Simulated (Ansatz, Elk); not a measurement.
# MgAgCl3: X-ray structure factors from the self-consistent density

The structure of MgAgCl3 used here is made up (a known structure type with other elements) and was relaxed beforehand with PBEsol. The aim is the Fourier transform of its all-electron density, F(hkl), set beside the sum over free spherical atoms that refinements use.

Program: Elk 11.2.3 (patched build). Level of theory: DFT, PBE, all-electron APW+lo, Dirac cores, scalar-relativistic bands, static density, no spin. Results are calculated unless marked as measured.

The structure was built from a prototype and need not be the compound's stable phase.

## 1. Starting point

Symmetry: Pm-3m, No. 221, cubic system. The conventional cell has a = 4.826 Å, b = 4.826 Å, c = 4.826 Å, α = 90.00°, β = 90.00°, γ = 90.00°. Nearest to Ag lie 12 Cl at 3.41 Å. Nearest to Cl lie 2 Mg at 2.41 Å. Nearest to Mg lie 6 Cl at 2.41 Å. Farther neighbours and most contacts between anions are not listed.

## 2. Ground state and structure factors

An all-electron density is needed, since X-rays see the cores too. Task 0 finds the density and task 195 Fourier-transforms it; tshift is off so that phases refer to the origin typed.

elk.in

```
tasks
  0
  195

xctype
  20

spinpol
  .false.

rgkmax
  7.0

gmaxvr
  14.0

lmaxo
  7

lmaxapw
  8

swidth
  0.002

tshift
  .false.

ramdisk
  .false.

hmaxvr
  5.5

maxscl
  120

epspot
  1e-06

sppath
  './'

avec
  9.11965133645 -0.00000000000 -0.00000000000
  -0.00000000000 9.11965133645 -0.00000000000
  -0.00000000000 -0.00000000000 9.11965133645

atoms
  3
  'Ag.in'
  1
  0.0000000000 -0.0000000000 -0.0000000000   0.000000 0.000000 0.000000
  'Cl.in'
  3
  0.5000000000 0.5000000000 0.0000000000   0.000000 0.000000 0.000000
  0.5000000000 0.0000000000 0.5000000000   0.000000 0.000000 0.000000
  0.0000000000 0.5000000000 0.5000000000   0.000000 0.000000 0.000000
  'Mg.in'
  1
  0.5000000000 0.5000000000 0.5000000000   0.000000 0.000000 0.000000

ngridk
  5 5 5
```

Started as:

```sh
$ OMP_NUM_THREADS=4 elk
```

Numbers of over 12 decimals in the logs are rounded to 6 here.

The log of the run:

```text
┌─────────────────────────┐
│ Elk code version 11.2.3 │
└─────────────────────────┘

All units are atomic (Hartree, Bohr, etc.)

┌─────────────────────────────────────────────────┐
│ Ground-state run starting from atomic densities │
└─────────────────────────────────────────────────┘

Lattice vectors :
   9.119651336      -0.000000000      -0.000000000
  -0.000000000       9.119651336      -0.000000000
  -0.000000000      -0.000000000       9.119651336

Reciprocal lattice vectors :
  0.6889720972       0.000000000       0.000000000
   0.000000000      0.6889720972       0.000000000
   0.000000000       0.000000000      0.6889720972

Unit cell volume      :    758.4635317
Brillouin zone volume :   0.3270430325

Muffin-tin inner radius fraction :   0.1000000000E-01

Nuclei treated as point charges

Species : 1 (Ag)
 parameters loaded from : Ag.in
 name : silver
 nuclear charge    :   -47.00000000
 electronic charge :    47.00000000
 atomic mass :    196631.6998
 muffin-tin radius :    2.600000000
 number of radial points in muffin-tin :   1193
 inner part over the whole radius :   0.9869554211E-02
 number on inner part of muffin-tin    :    849
 approximate nuclear radius :   0.8648227117E-04
 number of mesh points to nuclear radius :    425
 atomic positions (lattice), magnetic fields (Cartesian) :
  1 :   0.00000000  0.00000000  0.00000000    0.00000000  0.00000000  0.00000000

Species : 2 (Cl)
 parameters loaded from : Cl.in
 name : chlorine
 nuclear charge    :   -17.00000000
 electronic charge :    17.00000000
 atomic mass :    64626.86550
 muffin-tin radius :    2.200000000
 number of radial points in muffin-tin :    793
 inner part over the whole radius :   0.9992010025E-02
 number on inner part of muffin-tin    :    555
 approximate nuclear radius :   0.6305718926E-04
 number of mesh points to nuclear radius :    253
 atomic positions (lattice), magnetic fields (Cartesian) :
  1 :   0.50000000  0.50000000  0.00000000    0.00000000  0.00000000  0.00000000
  2 :   0.50000000  0.00000000  0.50000000    0.00000000  0.00000000  0.00000000
  3 :   0.00000000  0.50000000  0.50000000    0.00000000  0.00000000  0.00000000

Species : 3 (Mg)
 parameters loaded from : Mg.in
 name : magnesium
 nuclear charge    :   -12.00000000
 electronic charge :    12.00000000
 atomic mass :    44305.30466
 muffin-tin radius :    2.200000000
 number of radial points in muffin-tin :    793
 inner part over the whole radius :   0.9941530515E-02
 number on inner part of muffin-tin    :    552
 approximate nuclear radius :   0.5710277704E-04
 number of mesh points to nuclear radius :    241
 atomic positions (lattice), magnetic fields (Cartesian) :
  1 :   0.50000000  0.50000000  0.50000000    0.00000000  0.00000000  0.00000000

Total number of atoms per unit cell :    5
Total muffin-tin volume :    252.0311290
 ratio of muffin-tin to unit cell volume :   0.3322916904

Spin treatment :
 spin-unpolarised

Number of Bravais lattice symmetries :   48
Number of crystal symmetries         :   48
Crystal has inversion symmetry
Real symmetric eigensolver will be used

k-point grid :      5     5     5
k-point offset :    0.000000000       0.000000000       0.000000000
k-point set is reduced with full crystal symmetry group
Total number of k-points :       10

Muffin-tin radius times maximum |G+k| :    7.000000000
 using average radius
Maximum |G+k| for APW functions       :    3.070175439
Maximum (1/2)|G+k|²                   :    4.712988612
Maximum |G| for potential and density :    14.00000000
Constant for pseudocharge density :    9
 order of it for each species :   16  16  16
 order of it for pair densities of each species (exact exchange by exxq0 0: 17) :   13   9   9
Radial integration step length :    1

G-vector grid sizes :     42    42    42
Number of G-vectors :    35033

Maximum angular momentum used for
 APW functions            :    8
 outer part of muffin-tin :    7
 inner part of muffin-tin :    2

Total nuclear charge    :   -110.0000000
[...]
exchange                    :     -245.73095753663
 correlation                 :     -4.949687
 electron entropic           :    -0.21959343867821E-09
 total energy                :     -6904.7411549052

Density of states at Fermi energy :   0.2823520268E-05
 (states/Hartree/unit cell)

Estimated indirect band gap :   0.7231384482E-01
 from k-point 6 to k-point 1
Estimated direct band gap   :   0.8318465574E-01
 at k-point 1

Charges :
 core                        :    60.00000000
 valence                     :    50.00000000
 interstitial                :    6.612044316
 muffin-tins (core leakage)
  species : 1 (Ag)
   atom 1                    :    45.39319614     ( -0.3322645554E-06)
  species : 2 (Cl)
[...]
species : 3 (Mg)
[...]
total in muffin-tins        :    103.3879557
 total calculated charge     :    109.9994182
 total charge                :    110.0000000
 error                       :   0.5817580362E-03

RMS change in Kohn-Sham potential (target) :   0.4571942837     (  0.1000000000E-05)
Absolute change in total energy (target)   :    1.554626190     (  0.1000000000E-03)

[... loops 3 to 13 left out ...]

┌──────────────────┐
│ Loop number : 14 │
└──────────────────┘

Energies :
 Fermi                       :     0.70589362795402E-01
 sum of occupied eigenvalues :     -4076.4923587658
 electron kinetic            :      7155.5737306795
 core electron kinetic       :      6836.1641210572
 Coulomb                     :     -13807.269570602
 Coulomb potential           :     -10906.314820928
 nuclear-nuclear             :     -765.42418355473
 electron-nuclear            :     -15192.223565386
 Hartree                     :      2150.3781783385
 Madelung                    :     -8354.1121601385
 xc potential                :     -325.75126851753
 exchange                    :     -245.67553210005
 correlation                 :     -4.952530
 electron entropic           :    -0.69171223067155E-09
 total energy                :     -6902.3239021324

Density of states at Fermi energy :   0.9965250825E-05
 (states/Hartree/unit cell)

Estimated indirect band gap :   0.6457247126E-01
 from k-point 6 to k-point 1
Estimated direct band gap   :   0.8509914082E-01
 at k-point 1

Charges :
 core                        :    60.00000000
 valence                     :    50.00000000
 interstitial                :    6.750812616
 muffin-tins (core leakage)
  species : 1 (Ag)
[...]
species : 2 (Cl)
[...]
species : 3 (Mg)
[...]
total in muffin-tins        :    103.2491874
 total calculated charge     :    109.9993810
 total charge                :    110.0000000
 error                       :   0.6189608562E-03

RMS change in Kohn-Sham potential (target) :   0.2371652083E-06 (  0.1000000000E-05)
Absolute change in total energy (target)   :   0.8417414028E-04 (  0.1000000000E-03)

Convergence targets achieved

┌──────────────────┐
│ Loop number : 15 │
└──────────────────┘

Energies :
 Fermi                       :     0.70589367632922E-01
 sum of occupied eigenvalues :     -4076.4923523615
 electron kinetic            :      7155.5737253061
 core electron kinetic       :      6836.1641145942
 Coulomb                     :     -13807.269566032
 Coulomb potential           :     -10906.314818271
 nuclear-nuclear             :     -765.42418355473
 electron-nuclear            :     -15192.223558666
 Hartree                     :      2150.3781761886
 Madelung                    :     -8354.1121568965
 xc potential                :     -325.75125939622
 exchange                    :     -245.67553191997
 correlation                 :     -4.952530
 electron entropic           :    -0.69170872965351E-09
 total energy                :     -6902.3239027689

Density of states at Fermi energy :   0.9965197721E-05
 (states/Hartree/unit cell)

Estimated indirect band gap :   0.6457249167E-01
 from k-point 6 to k-point 1
Estimated direct band gap   :   0.8509917300E-01
 at k-point 1

Charges :
 core                        :    60.00000000
 valence                     :    50.00000000
 interstitial                :    6.750812649
 muffin-tins (core leakage)
  species : 1 (Ag)
[...]
species : 2 (Cl)
[...]
atom 2                    :    15.71986954     (  0.1519733847E-04)
   atom 3                    :    15.71986954     (  0.1519733847E-04)
  species : 3 (Mg)
   atom 1                    :    10.53356173     ( -0.9828258607E-07)
 total in muffin-tins        :    103.2491874
 total calculated charge     :    109.9993810
 total charge                :    110.0000000
 error                       :   0.6189608146E-03

┌──────────────────────────────┐
│ Self-consistent loop stopped │
└──────────────────────────────┘

Wrote STATE.OUT
```

Elapsed: 16 s, on 4 threads of Intel Xeon Platinum 8559C (Emerald Rapids), shared host; peak memory 0.21 GiB; 30 s of CPU time.

SFACRHO.OUT:

```text

h k l indices transformed by vhmat matrix:
   1.000000000       0.000000000       0.000000000    
   0.000000000       1.000000000       0.000000000    
   0.000000000       0.000000000       1.000000000    

      h      k      l  multipl.   |H|            Re(F)            Im(F)           |F|

      0      0      0      1   0.0000000       110.00000      0.25098380E-15   110.00000    
      0     -1      0      6  0.68897210       17.994183      0.11974773E-13   17.994183    
     -1      0      1     12  0.97435368       36.825778     -0.77980774E-15   36.825778    
      1      1      1      8   1.1933347       68.600531      0.11680657E-13   68.600531    
      0      0     -2      6   1.3779442       81.868821     -0.19173438E-13   81.868821    
     -1      0     -2     24   1.5405884       16.817692      0.23267959E-13   16.817692    
     -1      1     -2     24   1.6876301       32.401282      0.12829323E-13   32.401282    
      2      2      0     12   1.9487074       69.383519      0.34930551E-13   69.383519    
      2     -2      1     24   2.0669163       15.277559     -0.13066201E-13   15.277559    
      0      0      3      6   2.0669163       15.098333      0.91188376E-14   15.098333    
     -3      1      0     24   2.1787211       29.095202     -0.23972682E-14   29.095202    
     -1     -1     -3     24   2.2850619       49.869211     -0.20967795E-13   49.869211    
      2     -2     -2      8   2.3866694       62.101996     -0.15571676E-13   62.101996    
     -2     -3      0     24   2.4841242       13.877273     -0.17563422E-13   13.877273    
     -2      1      3     48   2.5778975       26.293313      0.12937178E-13   26.293313    
      4      0      0      6   2.7558884       57.250289      0.28280059E-13   57.250289    
      3      2     -2     24   2.8407047       12.931532     -0.89558153E-14   12.931532    
     -4      0     -1     24   2.8407047       12.888636      0.84391642E-14   12.888636
```

Elk indexes on the primitive cell of elk.in and gives |H| = 4π sin θ/λ in inverse bohr. Below, one row stands for each form hkl of the conventional cell (m members, Friedel mates merged), F is for one primitive cell and the density is static (no thermal factor). Free-atom factors are Waasmaier and Kirfel's, and R is Σm||F|−|F'||/Σm|F|.

| hkl | m | sin θ/λ (Å⁻¹) | abs F, DFT | neutral atoms | diff. | ions | diff. |
| --- | --- | --- | --- | --- | --- | --- | --- |
| 100 | 6 | 0.104 | 17.994 | 18.257 | -0.263 | 18.224 | -0.230 |
| 110 | 12 | 0.146 | 36.826 | 37.212 | -0.387 | 36.640 | +0.185 |
| 111 | 8 | 0.179 | 68.600 | 68.249 | +0.351 | 68.358 | +0.243 |
| 200 | 6 | 0.207 | 81.869 | 81.691 | +0.178 | 81.642 | +0.227 |
| 210 | 24 | 0.232 | 16.818 | 16.850 | -0.033 | 16.805 | +0.012 |
| 211 | 24 | 0.254 | 32.401 | 32.455 | -0.054 | 32.579 | -0.178 |
| 220 | 12 | 0.293 | 69.383 | 69.438 | -0.054 | 69.365 | +0.018 |
| 221 | 24 | 0.311 | 15.278 | 15.159 | +0.119 | 15.155 | +0.123 |
| 300 | 6 | 0.311 | 15.098 | 15.159 | -0.060 | 15.155 | -0.056 |
| 310 | 24 | 0.328 | 29.095 | 28.987 | +0.108 | 29.099 | -0.004 |
| 311 | 24 | 0.344 | 49.869 | 49.928 | -0.059 | 49.782 | +0.087 |
| 222 | 8 | 0.359 | 62.102 | 62.187 | -0.085 | 62.134 | -0.032 |
| 320 | 24 | 0.374 | 13.877 | 13.839 | +0.038 | 13.866 | +0.011 |
| 321 | 48 | 0.388 | 26.293 | 26.260 | +0.033 | 26.330 | -0.036 |
| 400 | 6 | 0.414 | 57.250 | 57.250 | +0.000 | 57.227 | +0.024 |
| 322 | 24 | 0.427 | 12.931 | 12.858 | +0.073 | 12.895 | +0.036 |
| 410 | 24 | 0.427 | 12.889 | 12.858 | +0.031 | 12.895 | -0.007 |
| 411 | 24 | 0.440 | 24.164 | 24.096 | +0.068 | 24.134 | +0.030 |

The ions are Mg2+, Ag+ and Cl−, by formal charge.

## 3. The highest occupied states alone

An energy window below the Fermi level keeps the highest occupied states, to see at which angles they scatter; shallow core shells can lie inside it and anion s states outside. No new self-consistency is needed.

elk.in, as its differences from that of step 2:

```diff
@@ -1,3 +1,2 @@
 tasks
-  0
   195
@@ -40,2 +39,5 @@
 
+wsfac
+  -0.370400 0.370590
+
 sppath
```

Started as:

```sh
$ OMP_NUM_THREADS=4 elk
```

The log of the run:

```text
┌─────────────────────────────────┐
│ Elk code version 11.2.3 started │
└─────────────────────────────────┘

Info(readinput): the functional depends on the density's gradient
 muffin-tin radial points multiplied by    2.00000
 (not where nrmtscf is given)

┌────────────────────┐
│ Current task : 195 │
└────────────────────┘

Info(sfacrho): density structure factors written to SFACRHO.OUT

 Energy window :  -0.3704000000      0.3705900000

┌──────────────────┐
│ Elk code stopped │
└──────────────────┘
```

Run time: 7.7 s. Hardware: 4 threads; peak memory 0.16 GiB.

States within 12 eV below the Fermi level hold 28.00 electrons; any levels below the window count with the cores. Their amplitudes can exceed the total, where window and core parts have opposite phase:

| hkl | sin θ/λ (Å⁻¹) | abs F, window | abs F, all |
| --- | --- | --- | --- |
| 100 | 0.104 | 4.017 | 17.994 |
| 110 | 0.146 | 4.207 | 36.826 |
| 111 | 0.179 | 12.269 | 68.600 |
| 200 | 0.207 | 9.686 | 81.869 |
| 210 | 0.232 | 3.052 | 16.818 |
| 211 | 0.254 | 2.693 | 32.401 |
| 220 | 0.293 | 3.786 | 69.383 |
| 221 | 0.311 | 2.004 | 15.278 |
| 300 | 0.311 | 1.933 | 15.098 |
| 310 | 0.328 | 1.746 | 29.095 |

## 4. Another functional

The difference from free atoms is small, so it is set against the change that PBEsol makes.

elk.in, as its differences from that of step 3:

```diff
@@ -1,2 +1,3 @@
 tasks
+  0
   195
@@ -4,3 +5,3 @@
 xctype
-  20
+  22
 
@@ -39,5 +40,2 @@
 
-wsfac
-  -0.370400 0.370590
-
 sppath
```

Started as:

```sh
$ OMP_NUM_THREADS=4 elk
```

The log of the run:

```text
┌─────────────────────────┐
│ Elk code version 11.2.3 │
└─────────────────────────┘

All units are atomic (Hartree, Bohr, etc.)

┌─────────────────────────────────────────────────┐
│ Ground-state run starting from atomic densities │
└─────────────────────────────────────────────────┘

Lattice vectors :
   9.119651336      -0.000000000      -0.000000000
  -0.000000000       9.119651336      -0.000000000
  -0.000000000      -0.000000000       9.119651336

Reciprocal lattice vectors :
  0.6889720972       0.000000000       0.000000000
[...]
interstitial                :    6.833389778
 muffin-tins (core leakage)
  species : 1 (Ag)
[...]
species : 2 (Cl)
[...]
atom 3                    :    15.69228518     (  0.1531551317E-04)
  species : 3 (Mg)
   atom 1                    :    10.54029864     ( -0.9828258829E-07)
 total in muffin-tins        :    103.1666102
 total calculated charge     :    109.9993877
 total charge                :    110.0000000
 error                       :   0.6122836503E-03

┌──────────────────────────────┐
│ Self-consistent loop stopped │
└──────────────────────────────┘

Wrote STATE.OUT
[key lines of the parts left out:]
total energy                :     -6897.3111949102
```

It took 16 s on 4 threads; peak memory 0.21 GiB; 30 s of CPU time.

Against the first run R = 0.03 %; the largest change is -0.067 at 111.

## 5. Basis size

A smaller basis shows how fast F responds to it; the change is likely larger than the basis error of the first run, but doesn't show convergence.

elk.in, as its differences from that of step 4:

```diff
@@ -5,3 +5,3 @@
 xctype
-  22
+  20
 
@@ -11,3 +11,3 @@
 rgkmax
-  7.0
+  5.5
```

Started as:

```sh
$ OMP_NUM_THREADS=4 elk
```

The log of the run:

```text
┌─────────────────────────┐
│ Elk code version 11.2.3 │
└─────────────────────────┘

All units are atomic (Hartree, Bohr, etc.)

┌─────────────────────────────────────────────────┐
│ Ground-state run starting from atomic densities │
└─────────────────────────────────────────────────┘

Lattice vectors :
   9.119651336      -0.000000000      -0.000000000
  -0.000000000       9.119651336      -0.000000000
  -0.000000000      -0.000000000       9.119651336

Reciprocal lattice vectors :
  0.6889720972       0.000000000       0.000000000
[...]
interstitial                :    6.917420449
 muffin-tins (core leakage)
  species : 1 (Ag)
[...]
species : 2 (Cl)
[...]
atom 3                    :    15.68042850     (  0.1510536501E-04)
  species : 3 (Mg)
   atom 1                    :    10.52898697     ( -0.9828258651E-07)
 total in muffin-tins        :    103.0825796
 total calculated charge     :    109.9995810
 total charge                :    110.0000000
 error                       :   0.4189674662E-03

┌──────────────────────────────┐
│ Self-consistent loop stopped │
└──────────────────────────────┘

Wrote STATE.OUT
[key lines of the parts left out:]
total energy                :     -6902.2303340498
```

Elapsed: 14 s, on 4 threads; peak memory 0.2 GiB.

Against the first run R = 0.03 %; the largest change is -0.065 at 200.

## 6. Settings against the effect

| run | R against the first run (%) | R against neutral atoms, low angle (%) | wall time |
| --- | --- | --- | --- |
| PBE, rgkmax 7 | 0.00 | 0.36 | 16 s |
| PBEsol | 0.03 | 0.34 | 16 s |
| rgkmax 5.5 | 0.03 | 0.33 | 14 s |

## 7. Results

```json
{
 "R against neutral atoms, sin θ/λ < 0.3 Å⁻¹": "0.36 %",
 "R against neutral atoms, 0.3 to 0.82 Å⁻¹": "0.17 %",
 "R against ions, below 0.3 Å⁻¹": "0.32 %"
}
```

What this shows: Independent neutral atoms miss the calculated amplitudes by R = 0.36 % below 0.3 Å⁻¹ and 0.17 % from there to 0.82 Å⁻¹; by shells, 1.13 % below 0.15 Å⁻¹ (2 forms), 0.22 % 0.15 to 0.3 (5 forms), 0.24 % 0.3 to 0.45 (12 forms), 0.16 % above 0.45 (59 forms). Bonding, aspherical density and the tables' own atoms all enter these figures, and the runs don't part them. The largest change of an amplitude is -0.39 electrons, at 110. Formal ions give R = 0.32 % at low angle, no better and no worse than neutral atoms. The window's part falls from 28.0 electrons at the origin to at most 0.31 between 0.45 and 0.82 Å⁻¹. Below 0.3 Å⁻¹ the changes that finished (PBEsol and rgkmax 5.5) move F by R = 0.05 % at most, against the 0.36 % that separates it from free atoms. The k-mesh has no finished test. These runs have no spin, though d or f shells may be open. Part of the difference isn't bonding: the tables are fits to free atoms and ions calculated by other methods than this functional. Thermal motion, anomalous dispersion and extinction are left out.

[Logs are printed without paths, hosts, clocks, repeated set-up lines and the standing remarks that a program may print on its own settings, such as how far it seeks lower states.]

[Hosts, paths, dates, database ids (printed as entryN), source tags and the programs' standing remarks are cut or masked in the printed files.]
